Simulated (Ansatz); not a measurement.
# Formation energy and levels of the vacancy V_Cl (site 1) in K2NaCl3 (P-3m1)

Charge states of V_Cl (site 1) in K2NaCl3 (P-3m1), set against the band edges. Model: a cell of 54 host atoms with 1 Cl taken out.

Calculated with Ansatz 0.2.0; place-levels on PBEsol runs: charge-transition levels and formation energies with image-charge correction and potential alignment at the atomic sites.

### 1. The starting structure

The cell holds 53 atoms: 18 K, 9 Na and 26 Cl. Its edges and angles: a = 12.754 Å, b = 12.754 Å, c = 10.514 Å, α = 90.0°, β = 90.0°, γ = 120.0°. It derives from K2NaCl3 (space group P-3m1). Nearest the centre at fractional (0.667, 0.667, 0.500): K32 at 3.09 Å, K43 at 3.09 Å, K50 at 3.09 Å, K25 at 3.09 Å, K26 at 3.09 Å, K49 at 3.09 Å, Cl42 at 4.25 Å, Cl6 at 4.25 Å.

Coordinates:

```xyz
53
Lattice="12.7542 0.0000 0.0000 -6.3771 11.0455 0.0000 0.0000 0.0000 10.5135" Properties=species:S:1:pos:R:3 pbc="T T T"
K     0.0000    2.4546    7.1259
K     2.1257    1.2273    3.3877
Na    0.0000    0.0000    0.0000
Cl    0.0000    2.4546    1.5168
Cl    2.1257    1.2273    8.9968
Cl    0.0000    0.0000    5.2568
K    -2.1257    6.1364    7.1259
K     0.0000    4.9091    3.3877
Na   -2.1257    3.6818    0.0000
Cl   -2.1257    6.1364    1.5168
Cl    0.0000    4.9091    8.9968
Cl   -2.1257    3.6818    5.2568
K    -4.2514    9.8182    7.1259
K    -2.1257    8.5909    3.3877
Na   -4.2514    7.3637    0.0000
Cl   -4.2514    9.8182    1.5168
Cl   -2.1257    8.5909    8.9968
Cl   -4.2514    7.3637    5.2568
K     4.2514    2.4546    7.1259
K     6.3771    1.2273    3.3877
Na    4.2514    0.0000    0.0000
Cl    4.2514    2.4546    1.5168
Cl    6.3771    1.2273    8.9968
Cl    4.2514    0.0000    5.2568
K     2.1257    6.1364    7.1259
K     4.2514    4.9091    3.3877
Na    2.1257    3.6818    0.0000
Cl    2.1257    6.1364    1.5168
Cl    4.2514    4.9091    8.9968
Cl    2.1257    3.6818    5.2568
K     0.0000    9.8182    7.1259
K     2.1257    8.5909    3.3877
Na    0.0000    7.3637    0.0000
Cl    0.0000    9.8182    1.5168
Cl    2.1257    8.5909    8.9968
Cl    0.0000    7.3637    5.2568
K     8.5028    2.4546    7.1259
K    10.6285    1.2273    3.3877
Na    8.5028    0.0000    0.0000
Cl    8.5028    2.4546    1.5168
Cl   10.6285    1.2273    8.9968
Cl    8.5028    0.0000    5.2568
K     6.3771    6.1364    7.1259
K     8.5028    4.9091    3.3877
Na    6.3771    3.6818    0.0000
Cl    6.3771    6.1364    1.5168
Cl    8.5028    4.9091    8.9968
Cl    6.3771    3.6818    5.2568
K     4.2514    9.8182    7.1259
K     6.3771    8.5909    3.3877
Na    4.2514    7.3637    0.0000
Cl    4.2514    9.8182    1.5168
Cl    6.3771    8.5909    8.9968
```

The host's dielectric constants go in as inputs: 2.45 for the electrons alone, (5.79, 5.79, 5.54) with the ions, from a response run on this crystal (DFPT, PBEsol) at that run's own cell.

The cell's shortest repeat is 10.5 Å.

### 2. Charge states

Levels follow from differences of total energies between charge states, each relaxed by itself.

Each atom starts 0.05 Å or so off its site in a random direction: a symmetric start keeps its symmetry, and would miss off-centre moves and Jahn–Teller distortions. Forces are taken at one point at (¼, ¼, ¼). The cell holds 1 electron more than the neutral one, with a uniform background that keeps it neutral on the whole.

The sampling was tested on the host first: at the k-points planned (1x1x1 shifted 0.25 0.25 0.25) its energy lies -0.001 eV an atom from the dense-mesh value, under the bound of 0.02 eV set for this test; that bounds the host's error, not the defect's.

One of the inputs; charge, spin and start change from state to state.

The input, qm1.relax/input.yaml:

```yaml
crystal:
  lattice:
    - [4.25140952, 0.0, 0.0]
    - [-2.12570476, 3.68182865, 0.0]
    - [0.0, 0.0, 10.51352333]
  atoms:
    - { symbol: K, position: [0.33333333, 0.66666667, 0.67778039] }
    - { symbol: K, position: [0.66666667, 0.33333333, 0.32221961] }
    - { symbol: Na, position: [0.0, 0.0, 0.0] }
    - { symbol: Cl, position: [0.33333333, 0.66666667, 0.14426665] }
    - { symbol: Cl, position: [0.66666667, 0.33333333, 0.85573335] }
    - { symbol: Cl, position: [0.0, 0.0, 0.5] }
  supercell: [3, 3, 1]
  defects: [{ vacancy: 53 }]
total_charge: -1
basis:
  ecutwfc: 420
  xc_grid: 2
hamiltonian:
  xc: pbesol
kpoints:
  mp_grid: { grid: [1, 1, 1], shift: [0.25, 0.25, 0.25] }
scf:
  occupations: { method: fixed }
  max_iter: 60
output:
  forces: true
  charged_corrections: { epsilon: 2.45, static_epsilon: [5.79, 5.79, 5.54] }
relax:
  f_tol: 0.02
  max_steps: 80
  random_displacement: { amplitude: 0.05, seed: 6292 }
checkpoint:
  write: "../qm1.relax.run"
  compress: false
  write_wavefunctions: true
  write_every: 100000
```

Run with:

```bash
> ansatz run input.yaml --threads 4 --pin off --max-ram 7536MiB --backend cpu --events-out ev --progress --plain --runs-dir out
```

Defect states can disperse in a cell of this size, so the energy is taken again at a 2×2×2 shifted mesh, on the relaxed structure.

The run of this state that the levels use, under PBEsol:

The input, qm1.point/input.yaml:

```yaml
crystal:
  checkpoint: "../qm1.relax.run"
  host: checkpoint
total_charge: -1
basis:
  ecutwfc: 420
  xc_grid: 2
hamiltonian:
  xc: pbesol
kpoints:
  mp_grid: { grid: [2, 2, 2], shift: [0.5, 0.5, 0.5] }
scf:
  occupations: { method: fermi_dirac, width: 0.01 }
  max_iter: 60
output:
  forces: true
  eigenvalues: true
  charged_corrections:
    epsilon: 2.45
    static_epsilon: [5.79, 5.79, 5.54]
    defect_position: [0.666667, 0.666667, 0.5]
  eigenstates: { localisation: true }
  populations: true
  band_densities: [{ bands: [v1, v1] }, { bands: [c1, c1] }]
  write_density: true
  write_potential: true
  volumetric_format: npy
  elf: true
checkpoint:
  read: "../qm1.relax.run"
  write: "../qm1.point.run"
  compress: false
  write_wavefunctions: false
  write_every: 100000
```

Relaxations under PBEsol at one point at (¼, ¼, ¼); times on 4 threads of Arm Neoverse V1, shared host:

| charge | moment (μB) | occupations | outcome | steps | largest displacement against the far atoms (Å) | time |
| --- | --- | --- | --- | --- | --- | --- |
| −1 | 0 | fixed | converged | 4 | 0.09 | 75 s |
| 0 | 1 | fixed | converged | 3 | 0.02 | 2.1 min |
| +1 | 0 | fixed | converged | 4 | 0.21 | 69 s |
| −1 | 2 | fixed | converged | 3 | 0.03 | 2.2 min |

Single points under PBEsol at a 2×2×2 shifted mesh; times on 4 threads of Arm Neoverse V1, shared host:

| charge | moment (μB) | occupations | outcome | time |
| --- | --- | --- | --- | --- |
| −1 | 0 | fermi-dirac | converged | 2.3 min |
| 0 | 1 | fermi-dirac | converged | 6 min |
| +1 | 0 | fermi-dirac | converged | 2 min |
| −1 | 2 | fermi-dirac | converged | 6.8 min |

Distances (Å) from the ideal centre to the nearest atoms after relaxation with PBEsol:

| charge | moment (μB) | 1. | 2. | 3. | 4. | 5. | 6. |
| --- | --- | --- | --- | --- | --- | --- | --- |
| −1 | 0 | K 3.00 | K 3.00 | K 3.00 | K 3.00 | K 3.00 | K 3.01 |
| −1 | 2 | K 3.07 | K 3.07 | K 3.08 | K 3.08 | K 3.10 | K 3.11 |
| 0 | 1 | K 3.09 | K 3.10 | K 3.10 | K 3.10 | K 3.10 | K 3.10 |
| +1 | 0 | K 3.29 | K 3.29 | K 3.29 | K 3.30 | K 3.30 | K 3.30 |

### 3. place-levels, PBEsol

A charged cell interacts with its images and the background, and its potential has another zero than the host's. place-levels removes the first by a point-charge model, screened by the static dielectric constant since the ions have relaxed around the charge, and the second by comparing potentials at atoms far from the defect.

The host is a run of the defect-free crystal in the same cutoffs, grids and k-points, so that basis and sampling errors cancel in part in the differences. The host is run in a cell of 6 atoms on a matching mesh. Its band edges are searched through the zone by a band path, so the gap is smaller than, or equal to, that on the mesh. Chemical potentials are energies per atom of Cl (Cl2 molecule), run with the same functional and cutoff.

The input, levels.point.yaml:

```yaml
host:
  run: host.point.run
states: [qm1.point.run, q0_M1.point.run, qp1.point.run, qm1_M2.point.run]
geometry_from:
  qm1.point.run: qm1.relax.run
  q0_M1.point.run: q0_M1.relax.run
  qp1.point.run: qp1.relax.run
  qm1_M2.point.run: qm1_M2.relax.run
  host.point.run: host.relax.run
chemical_potentials:
  Cl:
    energy: -1060.711994
    dataset: "<sha256 of the dataset>"
epsilon: 2.45
static_epsilon: [5.79, 5.79, 5.54]
vertical:
  - { from: qm1.point.run, to: qm1.point_neutral.run }
  - { from: qp1.point.run, to: qp1.point_neutral.run }
  - { from: qm1_M2.point.run, to: qm1_M2.point_neutral.run }
```

Run with:

```bash
> ansatz place-levels levels.point.yaml -- --threads 4 --pin off --max-ram 7536MiB
```

Numbers of over 12 decimals in the logs are rounded to 6 here.

Log:

```text
[... repeated set-up lines and file paths are left out, and long positions are rounded to six places ...]
(+1/0) 3.992 eV above the valence edge, 0.998 eV under the conduction edge
(0/-1) 5.160 eV above the valence edge (+5.195 eV without the band-filling correction), in the conduction band
formation energy of charge +1: +0.485 eV with the Fermi level at the valence edge
formation energy of charge 0: +4.476 eV with the Fermi level at the valence edge
formation energy of charge -1: +9.637 eV with the Fermi level at the valence edge
vertical -1 to 0: no energy, since no alignment is typed
  the change from vertical[0].from (qm1.point.run) to vertical[0].to (qm1.point_neutral.run): by its potential at epsilon 2.45 it stands at 0.666 0.667 0.500, with an rms radius of about 3.3 Å (1.9 1.9 2.0 Å across the planes of the cell's vectors); [...]
vertical +1 to 0: no energy, since no alignment is typed
  the change from vertical[1].from (qp1.point.run) to vertical[1].to (qp1.point_neutral.run): by its potential at epsilon 2.45 it stands at 0.666 0.666 0.500, with an rms radius of about 2.1 Å (1.2 1.2 1.2 Å across the planes of the cell's vectors); [...]
vertical -1 to 0: no energy, since no alignment is typed
  the change from vertical[2].from (qm1_M2.point.run) to vertical[2].to (qm1_M2.point_neutral.run): by its potential at epsilon 2.45 it stands at 0.159 0.188 0.995, with an rms radius of about 7.6 Å (4.4 4.6 4.2 Å across the planes of the cell's vectors); [...]
  edges by pbesol, gap 4.990 eV; the host is sampled to repeats of 25.51 Å
  the defect's cells are sampled to repeats of 25.51 Å, like sampling
  charge +1: -68255.0563 eV with its correction of +0.200 eV, at epsilon [5.79, 5.79, 5.54], aligned at sites: -0.1155 eV, mean over 35 atomic sites at or beyond 5.26 Å from the defect at [0.6667, 0.6667, 0.5000], with +0.000000 for the charge's moments and [...]
  charge 0: +0.000 eV for its dipole among its images, +0.000 omitted
  charge -1: -68243.6551 eV with its correction of +0.390 eV, at epsilon [5.79, 5.79, 5.54], aligned at sites: -0.0745 eV, mean over 35 atomic sites at or beyond 5.26 Å from the defect at [0.6667, 0.6667, 0.5000], with +0.000000 for the charge's moments and [...]
  charge -1: states[3] (qm1_M2.point.run) stands 0.554 eV higher, with a moment of 2.00 μB against 0.00
  of states[2] (qp1.point.run): its displacements don't fall off away from the defect: farther atoms stand 0.058 Å off the host's places. [...]
  of states[0] (qm1.point.run): it parts from the run at its places by a charge that spreads by about 2 Å along one vector (1.8 Å or more is wide), by its potential at epsilon 2.45, taken for that of held ions (one typed too small widens it), where the cell [...]
  of states[3] (qm1_M2.point.run): it parts from the run at its places by a charge that spreads by about 4.6 Å along one vector (1.9 Å or more is wide), by its potential at epsilon 2.45, taken for that of held ions (one typed too small widens it), where the [...]
  of vertical[0].from (qm1.point.run): its displacements don't fall off away from the defect: farther atoms stand 0.018 Å off the host's places. [...]
  of vertical[0].to (qm1.point_neutral.run): its displacements don't fall off away from the defect: farther atoms stand 0.018 Å off the host's places. [...]
  of vertical[1].from (qp1.point.run): its displacements don't fall off away from the defect: farther atoms stand 0.058 Å off the host's places. [...]
  of vertical[1].to (qp1.point_neutral.run): its displacements don't fall off away from the defect: farther atoms stand 0.058 Å off the host's places. [...]
  of vertical[2].from (qm1_M2.point.run): its moments are held at its close (magnetization.spin_locking), by a field of 0.331 eV a Bohr magneton, and its energy and levels are of the state that this holds: a run that lets them go can end lower; [...]
```

Elapsed: 0.41 s, on 4 threads of Arm Neoverse V1, shared host.

Levels between the charges placed, in eV above the valence top:

|  | gap (eV) | (+1/0) | (0/−1) |
| --- | --- | --- | --- |
| PBEsol | 4.99 | 3.99 | 5.16 |

Corrections by state:

| charge | moment (μB) | image terms and alignment (eV) | band filling (eV) | ε used | over the lowest of its charge, as the program ranks them, band filling apart (eV) |
| --- | --- | --- | --- | --- | --- |
| +1 | 0.0 | 0.200 | - | principal values (5.54, 5.79, 5.79) | 0.000 |
| 0 | 1.0 | 0.000 | - | - | 0.000 |
| −1 | 0.0 | 0.390 | -0.035 | principal values (5.54, 5.79, 5.79) | 0.000 |
| −1 | 2.0 | 0.335 | - | principal values (5.54, 5.79, 5.79) | 0.554 |

The charged structures listed were also run neutral, and place-levels reads from each pair, by the potential or the spins, how wide the charge is by which they differ; that can be the carrier of either run.

| charge | rms radius (Å) | spread where it is widest against the cell (Å) | wide from (Å) | reading |
| --- | --- | --- | --- | --- |
| +1 | 2.1 | 1.23 | 1.82 | narrow |
| −1 | 3.3 | 1.97 | 1.82 | wide |

The neutral runs of these pairs need not share the spin of the lowest neutral state, and very wide values only mean spread over the cell.

From the program's caveats on the states, each cut to its opening words:

- charge +1: its displacements don't fall off away from the defect: farther atoms stand 0.058 Å off the host's places
- charge −1: it parts from the run at its places by a charge that spreads by about 2 Å along one vector (1.8 Å or more is wide), by its potential at epsilon 2.45, taken for [...]
- charge −1: a band-filling correction moves a carrier to the host's band edge, which changes its energy by -0.035 eV
- charge −1: its displacements don't fall off away from the defect: farther atoms stand 0.018 Å off the host's places
- charge −1 (2 μB): it parts from the run at its places by a charge that spreads by about 4.6 Å along one vector (1.9 Å or more is wide), by its potential at epsilon 2.45, taken [...]
- charge −1 (2 μB): its moments are held at its close (magnetization.spin_locking), by a field of 0.331 eV a Bohr magneton, and its energy and levels are of the state that this [...]

Chemical potentials of the elements' reference phases, run alike. Formation energies (elemental references), with the Fermi level at the valence top and at the conduction bottom (gap 4.99 eV):

| charge | at valence top (eV) | at conduction bottom (eV) | correction included (eV) |
| --- | --- | --- | --- |
| +1 | 0.48 | 5.47 | 0.20 |
| 0 | 4.48 | 4.48 | 0.00 |
| −1 | 9.64 | 4.65 | 0.36 |

(Fermi level (eV), lowest formation energy (eV)): (0.00, 0.48), (0.45, 0.94), (0.91, 1.39), (1.36, 1.84), (1.81, 2.30), (2.27, 2.75), (2.72, 3.21), (3.18, 3.66), (3.63, 4.11), (4.08, 4.48), (4.54, 4.48), (4.99, 4.48)

### 4. The same at the relaxations' own k-points

The relaxations' own energies give the levels at their sampling, for comparison.

The input, levels.relax_mesh.yaml:

```yaml
host:
  run: host.relax.run
states: [qm1.relax.run, q0_M1.relax.run, qp1.relax.run, qm1_M2.relax.run]
chemical_potentials:
  Cl:
    energy: -1060.711994
    dataset: "<sha256 of the dataset>"
```

Run with:

```bash
> ansatz place-levels levels.relax_mesh.yaml -- --threads 4 --pin off --max-ram 7536MiB
```

Log:

```text
(+1/0) 4.011 eV above the valence edge, 0.979 eV under the conduction edge
[...]
formation energy of charge +1: +0.486 eV with the Fermi level at the valence edge
formation energy of charge 0: +4.497 eV with the Fermi level at the valence edge
formation energy of charge -1: +9.610 eV with the Fermi level at the valence edge
  edges by pbesol, gap 4.991 eV; the host is sampled to repeats of 16.53 Å
[... the lines on each state left out ...]
```

Run time: 0.12 s. Hardware: 4 threads.

Levels between neighbouring charges, in eV above the valence top:

|  | gap (eV) | (+1/0) | (0/−1) |
| --- | --- | --- | --- |
| one point at (¼, ¼, ¼) | 4.99 | 4.01 | 5.11 |
| a 2×2×2 shifted mesh | 4.99 | 3.99 | 5.16 |

Going from one point at (¼, ¼, ¼) to a 2×2×2 shifted mesh moves the levels that carry no band-filling term by up to 0.02 eV and formation energies against the elements by up to 0.03 eV; band-filling terms, which differ between samplings, are in these energies.

### 5. Another choice

In this try the input is made faulty on purpose, to show what that does.

Another version of the file is tried.

levels.try0.yaml is levels.point.yaml with these lines changed:

```diff
-  Cl:
-    energy: -1060.711994
-    dataset: "<sha256 of the dataset>"
+  Cl: -1060.711994
```

Run with:

```bash
> ansatz place-levels levels.try0.yaml -- --threads 4 --pin off --max-ram 7536MiB
```

Log:

```text
Error: YAML parse error: error: line 11 column 3: chemical_potentials.Cl: expected a mapping of `energy` and `dataset` (the content sha256 that the runs behind the energy print of the element's pseudopotential file), got a number
  --> <input>:11:3
   |
 9 |   host.point.run: host.relax.run
10 | chemical_potentials:
11 |   Cl: -1060.711994
   |   ^ chemical_potentials.Cl: expected a mapping of `energy` and `dataset` (the content sha256 that the runs behind the energy print of the element's pseudopotential file), got a number
12 | epsilon: 2.45
13 | static_epsilon: [5.79, 5.79, 5.54]
   |
```

The change: chemical potentials as bare numbers.

No levels were formed: the file was rejected.

### 6. Outcome

```
gap of the host                                                             : 4.99 eV (PBEsol)
level (plus 1/0)                                                            : 3.99 eV above the valence top
level (0/minus 1)                                                           : 5.16 eV above the valence top, past the conduction bottom (5.20 eV above the valence top without the band-filling term)
lowest of the charges placed, just above the valence top (0.02 eV)          : +1
lowest of the charges placed, just below the conduction bottom (0.02 eV)    : 0
lowest formation energy at mid-gap of the charges run, elemental references : 2.98 eV
```

Of the charges placed (−1, 0 and +1), the lowest changes at 3.99 eV (+1/0) above the valence top, in a gap of 4.99 eV. Charges above +1 were not placed, so these runs say nothing of levels that involve them. States placed: +1 at 0 μB; 0 at 1 μB; −1 at 0 μB and 2 μB. Other spin states or structures, where not listed, weren't placed. The program finds carriers beyond a band edge of the host and adds a band-filling term at charge −1 (-0.03 eV); steps to such a charge show no bound level, and a defect level inside a band would be read the same way. Going from one point at (¼, ¼, ¼) to a 2×2×2 shifted mesh moves the levels that carry no band-filling term by up to 0.02 eV and formation energies against the elements by up to 0.03 eV; band-filling terms, which differ between samplings, are in these energies. Keep in mind: PBEsol makes the gap too small and tends to spread out bound carriers; where a gas molecule sets a chemical potential or the host's formation energy, its binding is uncorrected.

[Logs are printed without paths, hosts, clocks, repeated set-up lines and the standing remarks that a program may print on its own settings, such as how far it seeks lower states.]

[Hosts, paths, dates, database ids (printed as entryN), source tags and the programs' standing remarks are cut or masked in the printed files.]

[Where a table of states has a column of steps, it counts the stored structures, which are thinned; the runs took as many ionic steps or more.]

[A defect's name tells the site on which it was built; relaxed atoms can leave that site.]

[For some hosts the program warned that the k-mesh of the response run may be too coarse for force constants and the static dielectric constant; such warnings are not shown here.]
